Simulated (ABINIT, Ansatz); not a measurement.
**InGaN2 (P3m1): G0W0 with ABINIT, start to end**

Wanted: ground state, empty states, screening and self-energy for InGaN2 (P3m1).

Calculated with ABINIT 10.8.3; LDA and many-body steps on it, plane waves.

**1. Set-up**

It takes space group P3m1 (No. 156, trigonal). The conventional cell has a = 3.399 Å, b = 3.399 Å, c = 5.552 Å, α = 90.00°, β = 90.00°, γ = 120.00°. In has 4 N at 2.13 to 2.20 Å nearest. Nearest to Ga lie 4 N at 1.94 to 2.05 Å. Nearest to N lie 1 Ga at 1.94 Å and 3 In at 2.13 Å. Nearest to N lie 3 Ga at 2.05 Å and 1 In at 2.20 Å. Farther neighbours and most contacts between anions are not listed.

The cell and positions are those that the Materials Project relaxed with its own functionals (PBE, PBE+U or r2SCAN), kept fixed.

**2. Ground state**

This step: ABINIT 10.8.3; DFT, LDA, plane waves, norm-conserving pseudopotentials.

The ground-state density comes first.

File run.abi:

```
acell 3*1.0 Angstrom
rprim 
  3.399288205422 -0.000000000005 0.000000000000
  -1.699644102707 2.943869940683 0.000000000000
  0.000000000000 0.000000000000 5.551613000000
ntypat 3
znucl 49 31 7
natom 4
typat 1 2 3 3
xred 
  0.000000000000 0.000000000000 0.998402000000
  0.666666666667 0.333333333333 0.495356000000
  0.666666666667 0.333333333333 0.145617000000
  0.000000000000 0.000000000000 0.602224000000
pp_dirpath "pseudos"
pseudos "In.upf, Ga.upf, N.upf"
ecut 36
ngkpt 6 6 4
nshiftk 1
shiftk 0 0 0
kptopt 1
chksymbreak 0
nband 24
occopt 1
tolvrs 1e-10
nstep 60
prtwf 0
optforces 0
optstress 0
indata_prefix "in"
outdata_prefix "out"
tmpdata_prefix "tmp"
```

Run with:

```bash
OMP_NUM_THREADS=1 mpirun -n 4 abinit run.abi > log
```

Numbers of over 12 decimals in the logs are rounded to 6 here.

The log of the run:

```text
.Version 10.8.3 of ABINIT. v10.8.2 released Aug 2026.

 Symmetries : space group P3 m 1 (#156); Bravais hP (primitive hexag.)
================================================================================
 Values of the parameters that define the memory need of the present run
     intxc =       0    ionmov =       0      iscf =       7    lmnmax =       6
     lnmax =       6     mgfft =      60  mpssoang =       3    mqgrid =    3001
     natom =       4  nloc_mem =       1    nspden =       1   nspinor =       1
    nsppol =       1      nsym =       6    n1xccc =    2501    ntypat =       3
    occopt =       1   xclevel =       1
-    mband =          24        mffmem =           1         mkmem =           6
       mpw =        3882          nfft =       77760          nkpt =          24
================================================================================
  Rough estimation (10% accuracy) of disk space for files :
================================================================================

--------------------------------------------------------------------------------
------------- Echo of variables that govern the present computation ------------
--------------------------------------------------------------------------------
 -outvars: echo values of preprocessed input variables --------
            acell      1.8897261259E+00  1.8897261259E+00  1.8897261259E+00 Bohr

      chksymbreak           0
             ecut      3.60000000E+01 Hartree
-          fftalg         312

              ixc       -1012
              kpt      0.00000000E+00  0.00000000E+00  0.00000000E+00
                       1.66666667E-01  0.00000000E+00  0.00000000E+00
                       3.33333333E-01  0.00000000E+00  0.00000000E+00
                       5.00000000E-01  0.00000000E+00  0.00000000E+00
                       1.66666667E-01  1.66666667E-01  0.00000000E+00
                       3.33333333E-01  1.66666667E-01  0.00000000E+00
                       3.33333333E-01  3.33333333E-01  0.00000000E+00
                       0.00000000E+00  0.00000000E+00  2.50000000E-01
                       1.66666667E-01  0.00000000E+00  2.50000000E-01
   [... 13 further rows ...]
                       3.33333333E-01  1.66666667E-01  5.00000000E-01
                       3.33333333E-01  3.33333333E-01  5.00000000E-01
         kptrlatt        6    0    0      0    6    0      0    0    4
          kptrlen      3.85423424E+01
P           mkmem           6
            natom           4
            nband          24
            ngfft          36      36      60
             nkpt          24
            nstep          60
             nsym           6
           ntypat           3
              occ      2.000000  2.000000  2.000000  2.000000  2.000000  2.000000
                       2.000000  2.000000  2.000000  2.000000  2.000000  2.000000
                       2.000000  2.000000  2.000000  2.000000  2.000000  2.000000
                       0.000000  0.000000  0.000000  0.000000  0.000000  0.000000
        optforces           0
        optstress           0
            prtwf           0
            rprim      3.3992882054E+00 -5.0000000000E-12  0.0000000000E+00
[...]
spgroup         156

           tolvrs      1.00000000E-10

             xred      0.0000000000E+00  0.0000000000E+00  9.9840200000E-01
[...]
znucl       49.00000   31.00000    7.00000

================================================================================

 chkinp: Checking input parameters for consistency.

================================================================================
== DATASET  1 ==================================================================
-   mpi_nproc: 4, omp_nthreads: 1 (-1 if OMP is not activated)

--- !DatasetInfo
iteration_state: {dtset: 1, }
dimensions: {natom: 4, nkpt: 24, mband: 24, nsppol: 1, nspinor: 1, nspden: 1, mpw: 3882, }
cutoff_energies: {ecut:  36.0, pawecutdg:  -1.0, }
electrons: {nelect:   3.60000000E+01, charge:   0.00000000E+00, occopt:   1.00000000E+00, tsmear:   1.00000000E-02, }

 Real(R)+Recip(G) space primitive vectors, cartesian coordinates (Bohr,Bohr^-1):
 R(1)=  6.4237237  0.0000000  0.0000000  G(1)=  0.1556729  0.0898778  0.0000000
 R(2)= -3.2118619  5.5631079  0.0000000  G(2)=  0.0000000  0.1797556  0.0000000
 R(3)=  0.0000000  0.0000000 10.4910281  G(3)=  0.0000000  0.0000000  0.0953195
 Unit cell volume ucvol=  3.7490600E+02 bohr^3
 Angles (23,13,12)=  9.00000000E+01  9.00000000E+01  1.20000000E+02 degrees

 getcut: wavevector=  0.0000  0.0000  0.0000  ngfft=  36  36  60
         ecut(hartree)=     36.000   => boxcut(ratio)=   2.07491

--- Pseudopotential description ------------------------------------------------
- In Generated using ONCVPSP code by D. R. Hamann
- 49.00000  13.00000  180309                  znucl, zion, pspdat
12 -1012 2 -1 1894                            pspcod,pspxc,lmax,lloc,mmax
     nproj     2     2     2
  pspatm : epsatm=   25.24256259
         --- l  ekb(1:nproj) -->
[...]
pspatm: atomic psp has been read  and splines computed

- Ga Generated using ONCVPSP code by D. R. Hamann
- 31.00000  13.00000  180309                  znucl, zion, pspdat
12 -1012 2 -1 1858                            pspcod,pspxc,lmax,lloc,mmax
     nproj     2     2     2
  pspatm : epsatm=   24.58383104
         --- l  ekb(1:nproj) -->
[...]
pspatm: atomic psp has been read  and splines computed

- N Generated using ONCVPSP code by D. R. Hamann
-  7.00000   5.00000  180309                  znucl, zion, pspdat
12 -1012 1 -1 1058                            pspcod,pspxc,lmax,lloc,mmax
     nproj     2     2     0
  pspatm : epsatm=    5.30777321
         --- l  ekb(1:nproj) -->
[...]
pspatm: atomic psp has been read  and splines computed

   2.17590984E+03                                ecore*ucvol(ha*bohr**3)
--------------------------------------------------------------------------------

_setup2: Arith. and geom. avg. npw (full set) are    3865.493    3865.483

================================================================================

--- !BeginCycle
iteration_state: {dtset: 1, }
solver: {iscf: 7, nstep: 60, nline: 4, wfoptalg: 0, }
tolerances: {tolvrs: 1.00E-10, }

     iter   Etot(hartree)      deltaE(h)  residm     vres2
 ETOT  1  -161.41210513809    -1.614E+02 5.593E-01 2.108E+03
 ETOT  2  -162.73027601537    -1.318E+00 1.227E-01 2.733E+03
 ETOT  3  -163.34592576980    -6.156E-01 7.743E-02 2.382E+02
 ETOT  4  -163.35124940637    -5.324E-03 1.107E-02 2.111E+02
 ETOT  5  -163.36137328392    -1.012E-02 2.481E-03 6.684E+01
 ETOT  6  -163.36857013089    -7.197E-03 4.579E-03 2.774E+01
 ETOT  7  -163.37128501607    -2.715E-03 3.490E-03 1.019E+01
 ETOT  8  -163.37225675434    -9.717E-04 5.378E-03 3.154E+00
 ETOT  9  -163.37268682260    -4.301E-04 2.035E-03 5.797E-02
 ETOT 10  -163.37269276010    -5.938E-06 2.089E-03 8.473E-03
 ETOT 11  -163.37269497362    -2.214E-06 5.318E-04 3.853E-04
 ETOT 12  -163.37269503940    -6.578E-08 5.268E-04 1.791E-06
 ETOT 13  -163.37269503970    -2.994E-10 3.065E-04 7.339E-08
 ETOT 14  -163.37269503971    -1.208E-11 3.760E-04 7.902E-09
 ETOT 15  -163.37269503971    -2.700E-12 2.017E-04 3.671E-10
 ETOT 16  -163.37269503971     1.137E-13 2.426E-04 1.203E-10
 ETOT 17  -163.37269503971    -8.527E-13 1.233E-04 1.653E-11

 At SCF step   17       vres2   =  1.65E-11 < tolvrs=  1.00E-10 =>converged.

--- !ResultsGS
iteration_state: {dtset: 1, }
comment   : Summary of ground state results
lattice_vectors:
- [  6.4237237,  -0.0000000,   0.0000000, ]
- [ -3.2118619,   5.5631079,   0.0000000, ]
- [  0.0000000,   0.0000000,  10.4910281, ]
lattice_lengths: [   6.42372,    6.42372,   10.49103, ]
lattice_angles: [ 90.000,  90.000, 120.000, ] # degrees, (23, 13, 12)
lattice_volume:   3.7490600E+02
convergence: {deltae: -8.527E-13, res2:  1.653E-11, residm:  1.233E-04, diffor:  0.000E+00, }
etotal    :  -1.63372695E+02
entropy   :   0.00000000E+00
fermie    :   1.84203326E-01
cartesian_stress_tensor: null
pressure_GPa: null
xred      :
- [  0.0000E+00,   0.0000E+00,   9.9840E-01, In]
- [  6.6667E-01,   3.3333E-01,   4.9536E-01, Ga]
- [  6.6667E-01,   3.3333E-01,   1.4562E-01,  N]
- [  0.0000E+00,   0.0000E+00,   6.0222E-01,  N]
cartesian_forces: null
force_length_stats: {min: null, max: null, mean: null, }

 Integrated electronic density in atomic spheres:
 ------------------------------------------------
 Atom  Sphere_radius  Integrated_density
[...]
4        2.00000          4.99039846
================================================================================

 ----iterations are completed or convergence reached----

 Mean square residual over all n,k,spin=   24.320E-08; max=  12.330E-05
 reduced coordinates (array xred) for    4 atoms
       0.000000000000      0.000000000000      0.998402000000
       0.666666666667      0.333333333333      0.495356000000
       0.666666666667      0.333333333333      0.145617000000
       0.000000000000      0.000000000000      0.602224000000
 rms dE/dt=  0.0000E+00; max dE/dt=  0.0000E+00; dE/dt below (all hartree)
    1       0.000000000000      0.000000000000      0.000000000000
    2       0.000000000000      0.000000000000      0.000000000000
    3       0.000000000000      0.000000000000      0.000000000000
    4       0.000000000000      0.000000000000      0.000000000000

 cartesian coordinates (angstrom) at end:
    1      0.000000     0.000000     5.542742
    2      1.699644     0.981290     2.750025
    3      1.699644     0.981290     0.808409
    4      0.000000     0.000000     3.343315
 length scales=  1.889726125908  1.889726125908  1.889726125908 bohr
              =  1.000000000000  1.000000000000  1.000000000000 angstroms
 prteigrs : about to open file out_EIG
 Fermi (or HOMO) energy (hartree) =   0.18420   Average Vxc (hartree)=  -0.42689
 Eigenvalues (hartree) for nkpt=  24  k points:
 kpt#   1, nband= 24, wtk=  0.00694, kpt=  0.0000  0.0000  0.0000 (reduced coord)
  -0.36543   -0.35886   -0.32298   -0.32298   -0.31826   -0.31805   -0.31805   -0.30623
  -0.30623   -0.29278   -0.29278   -0.24181   -0.05287    0.14198    0.14198    0.17332
   0.18420    0.18420    0.19347    0.29740    0.45168    0.50679    0.50679    0.55433
 prteigrs : prtvol=0 or 1, do not print more k-points.

--- !EnergyTerms
iteration_state     : {dtset: 1, }
comment             : Components of total free energy in Hartree
kinetic             :  1.18699143742150E+02
hartree             :  3.90141674578127E+01
xc                  : -4.63762599120515E+01
Ewald energy        : -1.09068775379171E+02
psp_core            :  5.80388106180499E+00
local_psp           : -1.16202639792847E+02
non_local_psp       : -5.52422122174113E+01
total_energy        : -1.63372695039713E+02
total_energy_eV     : -4.44559750677249E+03
band_energy         : -6.47045337944865E+00

== END DATASET(S) ==============================================================
================================================================================

 -outvars: echo values of variables after computation  --------
           etotal     -1.6337269504E+02
            nband          24
             nkpt          24
          spgroup         156
 [... the other variables as echoed above ...]

 Calculation completed.
```

The job ended after 36 s (4 MPI ranks of Arm Neoverse V1, shared host; peak memory 0.34 GiB; 2.4 min of CPU time).

This step gave:

| Item | Value |
| --- | --- |
| total energy | -4445.5975 eV |
| gap | 0.2522 eV |
| k of the valence top | 0, 0, 0 |
| k of the conduction bottom | 0, 0, 0 |
| least direct gap | 0.2522 eV |

The gap is direct, at Γ.

(Continued in part 2 of 3.)

[Paths, hosts, dates, memory and timing lines, banners, echoed tables and standing remarks are left out of the program output.]

[Logs are printed without paths, hosts, clocks, repeated set-up lines and the standing remarks that a program may print on its own settings, such as how far it seeks lower states.]

[Runs of the session that timed out or met a known fault of the program may be left out.]

[Hosts, paths, dates, database ids (printed as entryN), source tags and the programs' standing remarks are cut or masked in the printed files.]

[G0W0 gaps are taken among the corrected bands and points alone; a level outside them can change the order at an edge.]

[Where Ansatz stands beside ABINIT at settings called matched, ABINIT's density can come from a denser mesh and the files from another edition; pairs whose starting gaps differed by over 0.03 eV were left out, so agreement reads better than it is.]
